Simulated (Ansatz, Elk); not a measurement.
# Bonding as seen by X-rays: Hf4CdCo

Structure refinements treat a crystal as free atoms side by side. For a made-up structure of Hf4CdCo (cell and positions from a PBEsol relaxation) the runs below show what the calculated density changes in F(hkl).

Method: DFT, PBE, all-electron APW+lo, Dirac cores, scalar-relativistic bands, static density, no spin, in Elk 11.2.3 (patched build).

The structure was built from a prototype and need not be the compound's stable phase.

## (1) The starting structure

Symmetry: I422, No. 97, tetragonal system. The conventional cell has a = 6.651 Å, b = 6.651 Å, c = 5.163 Å, α = 90.00°, β = 90.00°, γ = 90.00°. Hf has 2 Cd at 2.82 Å and 2 Co at 2.82 Å and 3 Hf at 2.95 to 3.12 Å nearest. Nearest to Cd lie 2 Co at 2.58 Å and 8 Hf at 2.82 Å. Nearest to Co lie 2 Cd at 2.58 Å and 8 Hf at 2.82 Å. Farther neighbours are not listed.

## (2) Ground state and structure factors

An all-electron density is needed, since X-rays see the cores too. Task 0 finds the density and task 195 Fourier-transforms it; tshift is off so that phases refer to the origin typed.

elk.in reads:

```
tasks
  0
  195

xctype
  20

spinpol
  .false.

rgkmax
  7.0

gmaxvr
  14.0

lmaxo
  7

lmaxapw
  8

swidth
  0.002

tshift
  .false.

ramdisk
  .false.

hmaxvr
  5.5

maxscl
  120

epspot
  1e-06

sppath
  './'

avec
  -6.28451331734 6.28451331734 4.87796703274
  6.28451331734 -6.28451331734 4.87796703274
  6.28451331734 6.28451331734 -4.87796703274

atoms
  3
  'Hf.in'
  4
  0.9068995049 0.0931004951 0.5000000000   0.000000 0.000000 0.000000
  0.5931004951 0.4068995049 0.5000000000   0.000000 0.000000 0.000000
  0.0931004951 0.5931004951 0.1862009902   0.000000 0.000000 0.000000
  0.4068995049 0.9068995049 0.8137990098   0.000000 0.000000 0.000000
  'Cd.in'
  1
  0.0000000000 0.0000000000 0.0000000000   0.000000 0.000000 0.000000
  'Co.in'
  1
  0.5000000000 0.5000000000 0.0000000000   0.000000 0.000000 0.000000

ngridk
  6 6 6
```

Started as:

```
$ OMP_NUM_THREADS=4 elk
```

Numbers of over 12 decimals in the logs are rounded to 6 here.

Log:

```text
┌─────────────────────────┐
│ Elk code version 11.2.3 │
└─────────────────────────┘

All units are atomic (Hartree, Bohr, etc.)

┌─────────────────────────────────────────────────┐
│ Ground-state run starting from atomic densities │
└─────────────────────────────────────────────────┘

Lattice vectors :
  -6.284513317       6.284513317       4.877967033
   6.284513317      -6.284513317       4.877967033
   6.284513317       6.284513317      -4.877967033

Reciprocal lattice vectors :
  0.7711563428E-19  0.4998943426      0.6440372869
  0.4998943426      0.7711563428E-19  0.6440372869
  0.4998943426      0.4998943426     -0.1275679525E-16

Unit cell volume      :    770.6233320
Brillouin zone volume :   0.3218825633

Muffin-tin inner radius fraction :   0.1000000000E-01

Nuclei treated as point charges

Species : 1 (Hf)
 parameters loaded from : Hf.in
 name : hafnium
 nuclear charge    :   -72.00000000
 electronic charge :    72.00000000
 atomic mass :    325367.3659
 muffin-tin radius :    2.763933876
 number of radial points in muffin-tin :   1393
 inner part over the whole radius :   0.9979331765E-02
 number on inner part of muffin-tin    :    999
 approximate nuclear radius :   0.1000320365E-03
 number of mesh points to nuclear radius :    518
 atomic positions (lattice), magnetic fields (Cartesian) :
  1 :   0.90689950  0.09310050  0.50000000    0.00000000  0.00000000  0.00000000
  2 :   0.59310050  0.40689950  0.50000000    0.00000000  0.00000000  0.00000000
  3 :   0.09310050  0.59310050  0.18620099    0.00000000  0.00000000  0.00000000
  4 :   0.40689950  0.90689950  0.81379901    0.00000000  0.00000000  0.00000000

Species : 2 (Cd)
 parameters loaded from : Cd.in
 name : cadmium
 nuclear charge    :   -48.00000000
 electronic charge :    48.00000000
 atomic mass :    204912.7176
 muffin-tin radius :    2.510542857
 number of radial points in muffin-tin :   1193
 inner part over the whole radius :   0.9939541447E-02
 number on inner part of muffin-tin    :    849
 approximate nuclear radius :   0.8708852602E-04
 number of mesh points to nuclear radius :    427
 atomic positions (lattice), magnetic fields (Cartesian) :
  1 :   0.00000000  0.00000000  0.00000000    0.00000000  0.00000000  0.00000000

Species : 3 (Co)
 parameters loaded from : Co.in
 name : cobalt
 nuclear charge    :   -27.00000000
 electronic charge :    27.00000000
 atomic mass :    107428.6517
 muffin-tin radius :    2.317424176
 number of radial points in muffin-tin :    993
 inner part over the whole radius :   0.9943531224E-02
 number on inner part of muffin-tin    :    700
 approximate nuclear radius :   0.7243775530E-04
 number of mesh points to nuclear radius :    334
 atomic positions (lattice), magnetic fields (Cartesian) :
  1 :   0.50000000  0.50000000  0.00000000    0.00000000  0.00000000  0.00000000

Total number of atoms per unit cell :    6
Total muffin-tin volume :    472.1920669
 ratio of muffin-tin to unit cell volume :   0.6127404237

Spin treatment :
 spin-unpolarised

Number of Bravais lattice symmetries :   16
Number of crystal symmetries         :    8
Crystal has no inversion symmetry
Complex Hermitian eigensolver will be used

k-point grid :      6     6     6
k-point offset :    0.000000000       0.000000000       0.000000000
k-point set is reduced with full crystal symmetry group
Total number of k-points :       36

Muffin-tin radius times maximum |G+k| :    7.000000000
 using average radius
Maximum |G+k| for APW functions       :    2.644219753
Maximum (1/2)|G+k|²                   :    3.495949051
Maximum |G| for potential and density :    14.00000000
Constant for pseudocharge density :   10
 order of it for each species :   17  17  17
 order of it for pair densities of each species (exact exchange by exxq0 0: 18) :   11   8   6
Radial integration step length :    1

G-vector grid sizes :     48    48    48
Number of G-vectors :    35721

Maximum angular momentum used for
 APW functions            :    8
[...]
correlation                 :     -21.217351334148
 electron entropic           :    -0.29610344598490E-02
 total energy                :     -67380.747672179

Density of states at Fermi energy :    232.0730009
 (states/Hartree/unit cell)

Estimated indirect band gap :   0.7899406057E-03
 from k-point 22 to k-point 12
Estimated direct band gap   :   0.3462278125E-02
 at k-point 17

Charges :
 core                        :    226.0000000
 valence                     :    137.0000000
 interstitial                :    8.542959088
 muffin-tins (core leakage)
  species : 1 (Hf)
[...]
species : 2 (Cd)
[...]
species : 3 (Co)
[...]
total in muffin-tins        :    354.4570409
 total calculated charge     :    362.9987336
 total charge                :    363.0000000
 error                       :   0.1266382568E-02

RMS change in Kohn-Sham potential (target) :   0.4748774299     (  0.1000000000E-05)
Absolute change in total energy (target)   :   0.1222287604     (  0.1000000000E-03)

[... loops 3 to 20 left out ...]

┌──────────────────┐
│ Loop number : 21 │
└──────────────────┘

Energies :
 Fermi                       :     0.323608
 sum of occupied eigenvalues :     -41088.602141077
 electron kinetic            :      74837.819795144
 core electron kinetic       :      72360.052416411
 Coulomb                     :     -140764.38784838
 Coulomb potential           :     -114025.18372731
 nuclear-nuclear             :     -6577.2216395122
 electron-nuclear            :     -154504.63418061
 Hartree                     :      20317.467971743
 Madelung                    :     -83751.795984725
 xc potential                :     -1901.2382089164
 exchange                    :     -1432.9834861832
 correlation                 :     -21.223008684384
 electron entropic           :    -0.25860377654032E-02
 total energy                :     -67380.777134139

Density of states at Fermi energy :    193.9042213
 (states/Hartree/unit cell)

Estimated indirect band gap :   0.4283077480E-03
 from k-point 1 to k-point 11
Estimated direct band gap   :   0.2237271259E-02
 at k-point 1

Charges :
 core                        :    226.0000000
 valence                     :    137.0000000
 interstitial                :    8.555624890
 muffin-tins (core leakage)
  species : 1 (Hf)
[...]
species : 2 (Cd)
[...]
species : 3 (Co)
[...]
total in muffin-tins        :    354.4443751
 total calculated charge     :    362.9987940
 total charge                :    363.0000000
 error                       :   0.1205966443E-02

RMS change in Kohn-Sham potential (target) :   0.2585227919E-06 (  0.1000000000E-05)
Absolute change in total energy (target)   :   0.4822110350E-04 (  0.1000000000E-03)

Convergence targets achieved

┌──────────────────┐
│ Loop number : 22 │
└──────────────────┘

Energies :
 Fermi                       :     0.323608
 sum of occupied eigenvalues :     -41088.602142313
 electron kinetic            :      74837.819799781
 core electron kinetic       :      72360.052416209
 Coulomb                     :     -140764.38785168
 Coulomb potential           :     -114025.18372757
 nuclear-nuclear             :     -6577.2216395122
 electron-nuclear            :     -154504.63418695
 Hartree                     :      20317.467974780
 Madelung                    :     -83751.795987892
 xc potential                :     -1901.2382145242
 exchange                    :     -1432.9834867203
 correlation                 :     -21.223008684699
 electron entropic           :    -0.25860377783317E-02
 total energy                :     -67380.777133339

Density of states at Fermi energy :    193.9042243
 (states/Hartree/unit cell)

Estimated indirect band gap :   0.4283034238E-03
 from k-point 1 to k-point 11
Estimated direct band gap   :   0.2237258432E-02
 at k-point 1

Charges :
 core                        :    226.0000000
 valence                     :    137.0000000
 interstitial                :    8.555624684
 muffin-tins (core leakage)
  species : 1 (Hf)
[...]
atom 4                    :    70.34789844     (  0.1219563046E-06)
  species : 2 (Cd)
   atom 1                    :    46.95146217     (  0.3987110680E-03)
  species : 3 (Co)
   atom 1                    :    26.10131937     (  0.7345860291E-03)
 total in muffin-tins        :    354.4443753
 total calculated charge     :    362.9987940
 total charge                :    363.0000000
 error                       :   0.1205966478E-02

┌──────────────────────────────┐
│ Self-consistent loop stopped │
└──────────────────────────────┘

Warning : core states of species 2 leak from the muffin-tin :   0.3987110680E-03

Warning : core states of species 3 leak from the muffin-tin :   0.7345860291E-03

Wrote STATE.OUT
```

The job ended after 2.3 min (4 threads of Arm Neoverse V1, shared host; peak memory 0.32 GiB; 7.7 min of CPU time).

SFACRHO.OUT:

```text

h k l indices transformed by vhmat matrix:
   1.000000000       0.000000000       0.000000000    
   0.000000000       1.000000000       0.000000000    
   0.000000000       0.000000000       1.000000000    

      h      k      l  multipl.   |H|            Re(F)            Im(F)           |F|

      0      0      0      1   0.0000000       363.00000      0.37777330E-16   363.00000    
      0      0      1      4  0.70695736      -13.052493     -0.13514188E-14   13.052493    
      0      1      0      8  0.81527810       19.295760      0.67624088E-13   19.295760    
      1     -1      1      4  0.99978869      -35.326899     -0.12728199E-14   35.326899    
      1      1     -1      2   1.2880746      -183.74814     -0.92079650E-13   183.74814    
      0     -1     -1      8   1.2900604       17.738551       187.53400       188.37107    
     -1      0     -1      8   1.2900604       17.738551      -187.53400       188.37107    
      0      0      2      4   1.4139147       94.960370      0.82314842E-14   94.960370    
      0     -2      1      8   1.4693280       129.96962     -0.57107604E-13   129.96962    
      2     -2     -1      8   1.5808047       182.30792      0.22630157E-13   182.30792    
     -2      0      0      8   1.6305562       145.51845     -0.44579424E-13   145.51845    
      2     -1     -2      8   1.6321254       16.680681      0.15252377E-13   16.680681    
      1     -3      1      8   1.9126659       18.291857      0.62931702E-13   18.291857    
      3     -2     -1      8   1.9140038       15.841659      -36.931225       40.185489    
     -2      3     -1      8   1.9140038       15.841659       36.931225       40.185489    
     -1     -2      2      8   1.9957331       15.553023      0.51690021E-13   15.553023    
      2     -2      2      4   1.9995774      -99.475405      0.35249727E-13   99.475405    
      2      0     -3      8   2.0391370      -66.167686     -0.19983229E-01   66.167689
```

Elk indexes on the primitive cell of elk.in and gives |H| = 4π sin θ/λ in inverse bohr. Below, one row stands for each form hkl of the conventional cell (m members, Friedel mates merged), F is for one primitive cell and the density is static (no thermal factor). Free-atom factors are Waasmaier and Kirfel's, and R is Σm||F|−|F'||/Σm|F|.

```csv
hkl,m,sin θ/λ (Å⁻¹),"abs F, DFT",neutral atoms,diff.,abs of complex diff.
110,4,0.106,13.053,13.166,-0.113,0.113
101,8,0.123,19.296,19.621,-0.325,0.325
200,4,0.150,35.327,35.535,-0.208,0.208
002,2,0.194,183.748,184.525,-0.777,0.777
211,16,0.194,188.371,188.980,-0.609,0.637
220,4,0.213,94.960,95.379,-0.418,0.418
112,8,0.221,129.970,130.540,-0.570,0.570
310,8,0.238,182.308,183.084,-0.776,0.776
202,8,0.245,145.518,146.014,-0.496,0.496
301,8,0.245,16.681,16.739,-0.058,0.058
222,8,0.288,18.292,18.577,-0.285,0.285
321,16,0.288,40.185,40.246,-0.061,0.100
103,8,0.300,15.553,15.538,+0.015,0.015
400,4,0.301,99.475,99.435,+0.041,0.041
312,16,0.307,66.168,66.084,+0.084,0.087
330,4,0.319,154.762,154.858,-0.096,0.096
411,16,0.325,126.412,126.573,-0.162,0.173
213,16,0.336,159.314,159.527,-0.213,0.220
420,8,0.336,103.875,104.078,-0.203,0.203
402,8,0.358,186.047,186.232,-0.185,0.185
303,8,0.368,14.339,14.288,+0.052,0.052
332,8,0.373,235.659,235.838,-0.179,0.179
```

## (3) The highest occupied states alone

An energy window below the Fermi level keeps the highest occupied states, to see at which angles they scatter; shallow core shells can lie inside it and anion s states outside. No new self-consistency is needed.

elk.in: that of step 2 with these lines changed.

```diff
@@ -1,3 +1,2 @@
 tasks
-  0
   195
@@ -40,2 +39,5 @@
 
+wsfac
+  -0.117380 0.623610
+
 sppath
```

Started as:

```
$ OMP_NUM_THREADS=4 elk
```

Log:

```text
┌─────────────────────────────────┐
│ Elk code version 11.2.3 started │
└─────────────────────────────────┘

Info(readinput): the functional depends on the density's gradient
 muffin-tin radial points multiplied by    2.00000
 (not where nrmtscf is given)

┌────────────────────┐
│ Current task : 195 │
└────────────────────┘
Info(checkmt): changed muffin-tin radius of species 1 (Hf) from   2.8000 to   2.7639
Info(checkmt): changed muffin-tin radius of species 2 (Cd) from   2.6000 to   2.5105
Info(checkmt): changed muffin-tin radius of species 3 (Co) from   2.4000 to   2.3174

Info(sfacrho): density structure factors written to SFACRHO.OUT

 Energy window :  -0.1173800000      0.6236100000

┌──────────────────┐
│ Elk code stopped │
└──────────────────┘
```

Run time: 23 s. Hardware: 4 threads; peak memory 0.24 GiB; 34 s of CPU time.

States within 12 eV below the Fermi level hold 93.00 electrons; any levels below the window count with the cores. Their amplitudes can exceed the total, where window and core parts have opposite phase:

```csv
hkl,sin θ/λ (Å⁻¹),"abs F, window","abs F, all"
110,0.106,1.901,13.053
101,0.123,1.718,19.296
200,0.150,7.387,35.327
002,0.194,37.572,183.748
211,0.194,37.269,188.371
220,0.213,16.794,94.960
112,0.221,23.250,129.970
310,0.238,32.569,182.308
202,0.245,25.324,145.518
301,0.245,0.223,16.681
```

## (4) Another functional

The difference from free atoms is small, so it is set against the change that LDA (Perdew-Wang) makes.

elk.in: that of step 3 with these lines changed.

```diff
@@ -1,2 +1,3 @@
 tasks
+  0
   195
@@ -4,3 +5,3 @@
 xctype
-  20
+  3
 
@@ -39,5 +40,2 @@
 
-wsfac
-  -0.117380 0.623610
-
 sppath
```

Started as:

```
$ OMP_NUM_THREADS=4 elk
```

Log:

```text
┌─────────────────────────┐
│ Elk code version 11.2.3 │
└─────────────────────────┘

All units are atomic (Hartree, Bohr, etc.)

┌─────────────────────────────────────────────────┐
│ Ground-state run starting from atomic densities │
└─────────────────────────────────────────────────┘

Lattice vectors :
  -6.284513317       6.284513317       4.877967033
   6.284513317      -6.284513317       4.877967033
   6.284513317       6.284513317      -4.877967033

Reciprocal lattice vectors :
  0.7711563428E-19  0.4998943426      0.6440372869
[...]
species : 2 (Cd)
   atom 1                    :    46.95975835     (  0.4017058670E-03)
  species : 3 (Co)
   atom 1                    :    26.11499798     (  0.7692063140E-03)
 total in muffin-tins        :    354.5749373
 total calculated charge     :    362.9987636
 total charge                :    363.0000000
 error                       :   0.1236422368E-02

┌──────────────────────────────┐
│ Self-consistent loop stopped │
└──────────────────────────────┘

Warning : core states of species 2 leak from the muffin-tin :   0.4017058670E-03

Warning : core states of species 3 leak from the muffin-tin :   0.7692063140E-03

Wrote STATE.OUT
[key lines of the parts left out:]
total energy                :     -67337.374035150
```

Wall time 69 s (4 threads); peak memory 0.22 GiB; 3.9 min of CPU time.

Against the first run R = 0.01 %; the largest change is -0.065 at 402.

## (5) Basis size

The basis and the expansions that go with it are enlarged, to see whether the differences are converged.

elk.in: that of step 4 with these lines changed.

```diff
@@ -5,3 +5,3 @@
 xctype
-  3
+  20
 
@@ -11,12 +11,12 @@
 rgkmax
-  7.0
+  8.5
 
 gmaxvr
-  14.0
+  18.0
 
 lmaxo
-  7
+  9
 
 lmaxapw
-  8
+  10
```

Started as:

```
$ OMP_NUM_THREADS=4 elk
```

Log:

```text
┌─────────────────────────┐
│ Elk code version 11.2.3 │
└─────────────────────────┘

All units are atomic (Hartree, Bohr, etc.)

┌─────────────────────────────────────────────────┐
│ Ground-state run starting from atomic densities │
└─────────────────────────────────────────────────┘

Lattice vectors :
  -6.284513317       6.284513317       4.877967033
   6.284513317      -6.284513317       4.877967033
   6.284513317       6.284513317      -4.877967033

Reciprocal lattice vectors :
  0.7711563428E-19  0.4998943426      0.6440372869
[...]
species : 2 (Cd)
   atom 1                    :    46.96449535     (  0.3986943470E-03)
  species : 3 (Co)
   atom 1                    :    26.12673066     (  0.7359079781E-03)
 total in muffin-tins        :    354.5108510
 total calculated charge     :    362.9988181
 total charge                :    363.0000000
 error                       :   0.1181937575E-02

┌──────────────────────────────┐
│ Self-consistent loop stopped │
└──────────────────────────────┘

Warning : core states of species 2 leak from the muffin-tin :   0.3986943470E-03

Warning : core states of species 3 leak from the muffin-tin :   0.7359079781E-03

Wrote STATE.OUT
[key lines of the parts left out:]
total energy                :     -67380.828932239
```

Wall time 4.6 min (4 threads); peak memory 0.57 GiB.

Against the first run R = 0.01 %; the largest change is -0.037 at 004.

## (6) Settings against the effect

```csv
run,R against the first run (%),"R against neutral atoms, low angle (%)",wall time
"PBE, rgkmax 7",0.00,0.41,2.3 min
LDA (Perdew-Wang),0.01,0.41,69 s
rgkmax 8.5 with larger expansions,0.01,0.41,4.6 min
```

## (7) What came out

```
R against neutral atoms, sin θ/λ < 0.3 Å⁻¹ : 0.41 %
R against neutral atoms, 0.3 to 0.77 Å⁻¹   : 0.20 %
```

What this shows: Independent neutral atoms miss the calculated amplitudes by R = 0.41 % below 0.3 Å⁻¹ and 0.20 % from there to 0.77 Å⁻¹; by shells, 1.48 % below 0.15 Å⁻¹ (2 forms), 0.38 % 0.15 to 0.3 (10 forms), 0.12 % 0.3 to 0.45 (24 forms), 0.22 % above 0.45 (113 forms). Bonding, aspherical density and the tables' own atoms all enter these figures, and the runs don't part them. The largest change of an amplitude is -0.78 electrons, at 002. R counts amplitudes alone; phases shift too. The window's part falls from 93.0 electrons at the origin to at most 27.02 between 0.45 and 0.77 Å⁻¹, where compact states inside the window still scatter. The window holds more than the 37 outer electrons of the free atoms, so shallow core shells lie inside it. Below 0.3 Å⁻¹ the changes that finished (LDA (Perdew-Wang) and rgkmax 8.5 with larger expansions) move F by R = 0.02 % at most, against the 0.41 % that separates it from free atoms. The k-mesh has no finished test. These runs have no spin, though d or f shells may be open. Spin-orbit coupling is left out, which can matter for elements this heavy. Part of the difference isn't bonding: the tables are fits to free atoms and ions calculated by other methods than this functional. Thermal motion, anomalous dispersion and extinction are left out.

[Logs are printed without paths, hosts, clocks, repeated set-up lines and the standing remarks that a program may print on its own settings, such as how far it seeks lower states.]

[Hosts, paths, dates, database ids (printed as entryN), source tags and the programs' standing remarks are cut or masked in the printed files.]
